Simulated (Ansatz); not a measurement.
## Atom list for Glassy 58SiO2-11Na2O-13BaO-18CaO (mol %) (102 atoms)

The starting structure: 102 atoms (22 Si, 8 Na, 5 Ba, 7 Ca, 60 O) placed at random at 3.02 g/cm³, melted at 4000 K for 10 ps at fixed volume with the Morse and Coulomb pair potential with partial charges (Pedone, Malavasi, Menziani, Cormack and Segre, J. Phys. Chem. B 110, 11780 (2006)). Quenched from 4000 K to 300 K at 50 K/ps and fixed volume, held 10 ps at zero pressure.

Calculated values (Ansatz 0.2.0, Kohn-Sham DFT, PBE, PAW (set soft_2), plane waves; cutoff 420 eV, Γ point, fixed occupations; density 3.06 g/cm³) for the last frame of 200 fs of DFT dynamics near 845 K.

Cell vectors (Å):

```
11.396 0.000 0.000
0.000 11.396 0.000
0.000 0.000 11.396
```

Positions (Å):

```
1 Si 5.119 6.287 10.867
2 Si 7.407 10.620 4.030
3 Si 9.081 1.415 5.629
4 Si 2.598 7.178 7.416
5 Si 8.879 0.297 10.162
6 Si 7.141 2.768 1.958
7 Si 3.004 5.596 4.736
8 Si 10.582 9.481 9.141
9 Si 6.853 5.657 2.081
10 Si 4.355 9.270 0.708
11 Si 9.865 8.677 0.523
12 Si 7.321 2.129 8.089
13 Si 11.083 7.817 6.370
14 Si 7.401 10.321 0.957
15 Si 2.093 6.137 10.346
16 Si 4.309 1.175 8.909
17 Si 4.002 8.329 3.868
18 Si 1.878 1.099 3.814
19 Si 6.679 8.408 5.840
20 Si 9.702 5.560 1.444
21 Si 0.144 3.649 11.093
22 Si 5.065 1.085 3.878
23 Na 0.160 10.436 4.959
24 Na 5.591 9.156 8.925
25 Na 0.380 4.885 8.038
26 Na 3.089 3.795 9.083
27 Na 9.692 0.132 2.225
28 Na 9.013 10.033 6.873
29 Na 5.511 0.754 11.023
30 Na 7.900 7.252 7.893
31 Ba 0.325 1.292 7.978
32 Ba 3.777 10.413 6.367
33 Ba 3.525 3.505 1.505
34 Ba 6.523 4.361 5.574
35 Ba 1.391 7.857 2.651
36 Ca 1.027 0.180 0.646
37 Ca 2.901 2.733 5.795
38 Ca 7.515 4.093 10.324
39 Ca 11.175 4.587 5.303
40 Ca 10.796 2.833 2.890
41 Ca 9.124 7.059 4.290
42 Ca 2.658 9.199 9.801
43 O 6.757 9.300 7.260
44 O 9.888 5.123 2.983
45 O 10.657 8.463 5.061
46 O 8.078 5.355 0.833
47 O 10.369 0.601 6.277
48 O 1.995 0.411 5.290
49 O 0.641 10.237 9.067
50 O 2.655 8.966 4.525
51 O 3.764 6.709 3.761
52 O 10.271 8.407 7.792
53 O 7.519 3.688 8.154
54 O 1.251 8.134 6.761
55 O 8.626 2.392 2.184
56 O 1.594 5.580 3.900
57 O 1.374 4.749 10.563
58 O 7.690 9.192 4.729
59 O 11.099 2.995 9.729
60 O 7.159 6.832 3.144
61 O 4.872 7.974 11.075
62 O 4.128 8.774 2.280
63 O 10.314 8.348 10.335
64 O 3.906 1.957 10.252
65 O 10.296 0.430 10.977
66 O 6.824 4.312 2.882
67 O 5.217 8.706 4.955
68 O 10.937 9.436 1.406
69 O 7.769 1.353 6.704
70 O 10.137 7.119 1.075
71 O 7.602 0.124 11.327
72 O 10.357 6.323 6.360
73 O 0.931 0.357 2.790
74 O 5.518 5.861 1.111
75 O 9.247 10.448 9.172
76 O 5.777 9.988 0.868
77 O 3.621 5.475 10.740
78 O 7.141 6.868 5.936
79 O 4.511 11.027 9.146
80 O 10.455 4.570 0.505
81 O 3.593 8.309 7.998
82 O 1.349 2.644 3.786
83 O 8.249 1.546 9.340
84 O 3.125 1.620 7.812
85 O 9.240 2.898 5.051
86 O 5.905 1.762 2.651
87 O 4.046 4.299 4.711
88 O 2.112 6.283 8.718
89 O 3.524 1.071 3.250
90 O 3.297 6.176 6.248
91 O 6.457 2.998 0.470
92 O 5.979 5.791 9.659
93 O 5.847 11.057 4.182
94 O 5.860 1.849 8.682
95 O 5.039 1.778 5.270
96 O 8.605 0.348 4.419
97 O 0.953 2.661 0.746
98 O 1.686 7.420 11.256
99 O 1.289 3.817 6.534
100 O 3.175 10.192 0.248
101 O 7.899 10.629 2.451
102 O 8.345 9.124 0.351
```

Q: Give the force and the charge of every atom.

Columns: atom, q, fx, fy, fz (forces in eV/Å, q the intrinsic-atomic-orbital charge in e).

```
1 1.60 -1.144 0.058 2.761
2 1.72 0.686 2.069 -0.375
3 1.55 -0.317 -0.601 0.634
4 1.61 0.220 1.106 -2.073
5 1.64 1.636 1.445 2.586
6 1.56 -3.177 1.089 -0.106
7 1.53 1.225 -1.058 -1.704
8 1.59 1.125 -2.283 0.252
9 1.61 0.784 2.988 -1.641
10 1.63 1.399 -2.235 2.383
11 1.64 3.114 -2.502 -1.009
12 1.62 0.296 -1.039 0.191
13 1.55 -0.308 -2.296 4.854
14 1.72 -1.793 -2.166 -0.558
15 1.57 0.978 1.186 2.899
16 1.49 -1.796 2.794 -0.713
17 1.58 0.568 -0.461 1.167
18 1.49 1.171 -0.142 0.604
19 1.53 -2.105 0.943 -0.341
20 1.62 -2.683 1.797 0.021
21 1.58 2.290 -0.762 -0.334
22 1.60 -0.005 1.290 -0.400
23 0.77 0.504 0.581 -0.236
24 0.77 -0.177 -0.244 0.784
25 0.76 -0.767 0.201 1.298
26 0.79 0.186 -0.589 -0.083
27 0.76 1.336 0.592 -0.376
28 0.79 -0.700 0.689 -0.355
29 0.80 0.291 0.334 0.936
30 0.81 0.626 -0.515 1.172
31 1.84 1.952 0.925 1.384
32 1.86 0.129 1.025 0.334
33 1.84 0.234 -0.310 -0.165
34 1.84 -0.304 -0.481 -0.301
35 1.86 -1.338 -0.289 -1.170
36 1.74 -0.436 0.041 -0.893
37 1.74 0.693 -0.964 0.291
38 1.79 -0.167 0.189 0.112
39 1.72 0.636 -0.830 -1.079
40 1.75 -0.847 0.379 -1.152
41 1.76 -1.450 -0.448 -0.431
42 1.75 -1.290 0.488 -0.530
43 -1.08 0.513 -1.724 -2.766
44 -1.15 0.536 0.772 0.536
45 -1.16 -0.667 2.305 -3.273
46 -0.97 0.788 1.090 1.809
47 -1.19 -2.041 -0.037 -1.513
48 -1.19 -0.624 0.895 -0.388
49 -1.12 -0.840 -0.913 0.272
50 -1.19 0.834 0.196 -0.801
51 -0.95 0.995 0.960 -0.621
52 -0.94 0.296 1.629 0.071
53 -1.18 0.484 1.345 -1.257
54 -0.88 1.571 -2.281 0.892
55 -1.09 1.646 -0.967 -0.141
56 -1.16 -0.576 -0.285 1.425
57 -0.96 -2.066 -1.429 0.490
58 -0.93 0.871 0.025 0.302
59 -1.13 -0.751 0.641 -0.574
60 -1.11 0.521 -0.456 -1.230
61 -0.93 -1.189 0.422 -0.518
62 -0.91 -0.273 -0.216 -0.147
63 -0.89 0.254 1.432 -0.385
64 -1.17 -0.906 0.763 1.429
65 -1.10 -1.145 0.097 0.166
66 -0.97 -0.323 -4.188 0.404
67 -0.93 0.580 -1.113 0.497
68 -1.12 -0.060 1.737 0.485
69 -0.90 0.358 0.148 0.015
70 -0.91 -0.947 -1.187 1.349
71 -0.90 1.172 0.525 -1.421
72 -1.19 0.877 0.189 -0.079
73 -1.20 -1.667 -1.321 -0.877
74 -0.92 -0.359 0.063 -1.456
75 -0.92 -0.907 -0.306 -1.519
76 -0.91 2.610 1.619 -0.057
77 -0.96 0.646 1.504 0.026
78 -1.14 0.308 0.691 -0.012
79 -1.16 -0.211 -2.272 -0.372
80 -0.92 1.347 -1.725 -1.544
81 -1.17 -0.161 -0.587 -0.316
82 -1.22 0.873 0.013 0.749
83 -0.92 1.058 -0.508 0.131
84 -1.19 1.170 -0.630 0.128
85 -1.11 1.194 0.310 0.085
86 -0.93 1.077 0.718 -0.647
87 -1.20 -1.235 1.165 -0.426
88 -0.92 -0.447 0.214 -1.221
89 -0.95 -0.615 -0.231 -0.570
90 -0.87 -1.560 1.622 2.600
91 -1.17 0.518 -0.384 1.243
92 -1.05 1.225 0.493 -0.075
93 -0.89 0.724 -0.930 -0.487
94 -0.92 -1.231 -0.806 -0.978
95 -1.12 0.038 0.737 1.319
96 -0.92 -1.102 -0.987 0.388
97 -1.19 -0.735 0.288 0.234
98 -1.06 1.084 -0.675 -1.494
99 -1.62 -0.812 0.208 0.661
100 -1.13 -0.771 0.320 0.044
101 -0.91 -1.485 -1.185 0.064
102 -0.88 -1.742 0.210 0.715
```

The quench rate of 50 K/ps is many orders above laboratory rates, so the cell is likely richer in defects and strain than a real sample. The network of bonds at the start is that of the classical potential that made the cell, and needn't be the one that DFT or experiment would give. Only the Γ point is sampled, in a cell whose shortest periodic width is 11 Å.

The r.m.s. force component is 1.18 eV/Å; the longest force, 5.38 eV/Å, acts on Si13.

[Logs are printed without paths, hosts, clocks, repeated set-up lines and the standing remarks that a program may print on its own settings, such as how far it seeks lower states.]

[Hosts, paths, dates, database ids (printed as entryN), source tags and the programs' standing remarks are cut or masked in the printed files.]
